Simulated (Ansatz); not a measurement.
## Moving the knobs of a GW run on InP (F-43m)

A base run on InP (F-43m), then changed inputs.

Calculated with Ansatz 0.2.0; G0W0 on PBE, plane waves, PAW; PAW set soft_1.

Most raw output is cut from this account.

### 1. Starting point

The structure is cubic, space group F-43m (No. 216). Conventional cell: a = 5.869 Å, b = 5.869 Å, c = 5.869 Å, α = 90.00°, β = 90.00°, γ = 90.00°. Nearest to In lie 4 P at 2.54 Å. P has 4 In at 2.54 Å nearest. Farther neighbours are not listed.

The cell and positions come from the Crystallography Open Database and are kept as given unless a step says otherwise.

### 2. The base run: 4×4×4 mesh, 114 empty bands, screening to 100 eV, PAW set soft_1 files

G0W0 replaces the xc potential by the self-energy, built once from these orbitals. Only a window of levels is corrected, while the sums run over the empty bands that the input names. This step takes PAW set soft_1 files.

The input, input.yaml:

```yaml
crystal:
  lattice:
    - [0.0, 2.93435, 2.93435]
    - [2.93435, 0.0, 2.93435]
    - [2.93435, 2.93435, 0.0]
  atoms:
    - { symbol: In, position: [0.0, 0.0, 0.0] }
    - { symbol: P, position: [0.25, 0.25, 0.25] }
kpoints:
  mp_grid: { grid: [4, 4, 4] }
hamiltonian:
  xc: pbe
  pseudopotentials: { kind: paw, azcp: { folder: soft_1 } }
scf:
  occupations: { method: fixed }
gw:
  n_empty_bands: 114
  ecut_chi: 100
  qp_bands: [v2, c2]
  qp_kpoints: band_edges
  screening: { model: contour_deformation }
```

The run is started by

```sh
> ansatz run input.yaml --threads 3 --pin off --max-ram 92160MiB --backend cuda --events-out ev --progress --plain --runs-dir out --devices 1 --max-vram 13GiB
```

Elapsed: 13 s, on 1 × NVIDIA H100 80GB HBM3 (shared by 6 runs) with 3 threads of AMD EPYC 7R13 (Zen 3), shared host; peak memory 1 GiB.

This step gave:

```yaml
bands_summed: 123
rpa_eps_infinity_on_this_mesh_eigenvalues: 47.17, 47.17, 47.17
plane_waves_in_the_screening_matrix: 113
q_points_in_the_mesh: 64
g0w0_gap_on_the_mesh: 1.176 eV
k_of_the_valence_top: 0, 0, 0
k_of_the_conduction_bottom: 0, 0, 0
starting_gap_on_the_mesh: 0.6788 eV
z_at_the_valence_top: 0.7336
z_at_the_conduction_bottom: 0.7538
least_direct_g0w0_gap_on_the_computed_points: 1.176 eV
```

The gap on the mesh goes from 0.68 eV to 1.18 eV, a correction of +0.50 eV. Between the two edge states, bare exchange in place of the xc potential would open the gap by 5.92 eV, and correlation takes back 5.43 eV.

### 3. Variant: wavefunction cutoff

input.yaml: that of step 2 with these lines changed.

```diff
@@ -21 +21,3 @@
   screening: { model: contour_deformation }
+basis:
+  ecutwfc: 700
```

Run time: 13 s. Hardware: 1 × NVIDIA H100 80GB HBM3 (shared by 6 runs) with 3 threads; peak memory 1 GiB; 6.8 s of CPU time.

The G0W0 gap on the mesh is 1.176 eV.

Against the base:

```
     setting  base  variant
typed cutoff     -      700
```

```csv
quantity,variant,base
starting gap on the mesh,0.679,0.679
G0W0 gap on the mesh,1.176,1.176
least direct G0W0 gap on the computed points,1.176,1.176
Z at the valence top,0.734,0.734
Z at the conduction bottom,0.754,0.754
```

### 4. Variant: accuracy level

input.yaml: that of step 3 with these lines changed.

```diff
@@ -21,3 +21,2 @@
   screening: { model: contour_deformation }
-basis:
-  ecutwfc: 700
+accuracy: low
```

Run time: 10 s. Hardware: 1 × NVIDIA H100 80GB HBM3 (shared by 6 runs) with 3 threads; peak memory 1 GiB; 8.1 s of CPU time.

The G0W0 gap on the mesh is 1.176 eV.

Against the base:

```csv
setting,base,variant
accuracy,-,low
```

| quantity | variant | base |
| --- | --- | --- |
| starting gap on the mesh | 0.679 | 0.679 |
| G0W0 gap on the mesh | 1.176 | 1.176 |
| least direct G0W0 gap on the computed points | 1.176 | 1.176 |
| Z at the valence top | 0.734 | 0.734 |
| Z at the conduction bottom | 0.754 | 0.754 |

### 5. What came out

- base: 1.18 eV, 13 s
- wavefunction cutoff: 1.18 eV, 13 s
- accuracy level: 1.18 eV, 10 s

In words: Wavefunction cutoff: the gap moves by −0.0003 eV (the plane-wave cutoff goes from 420 to 700 eV). Accuracy level: the gap moves by −0.0004 eV. All runs here use a coarse mesh and modest cutoffs; they test settings and are not final values. The 4×4×4 mesh is coarse for this cell (its supercell is 17 Å along the shortest edge). The RPA ε∞ on it, from the PBE start, is 47.17; such meshes misread the long-range screening, most where the gap is narrow. The RPA ε∞ on this mesh reaches over 25; with a narrow direct gap a coarse mesh can overstate it, and the correction is then too small. The many-body steps are scalar-relativistic: spin-orbit coupling is not in them.

[Paths, hosts, dates, memory and timing lines, banners, echoed tables and standing remarks are left out of the program output.]

[Logs are printed without paths, hosts, clocks, repeated set-up lines and the standing remarks that a program may print on its own settings, such as how far it seeks lower states.]

[Runs of the session that timed out or met a known fault of the program may be left out.]

[Cells called generated may have been cut or substituted from an entry of the Crystallography Open Database or the Materials Project.]

[Hosts, paths, dates, database ids (printed as entryN), source tags and the programs' standing remarks are cut or masked in the printed files.]
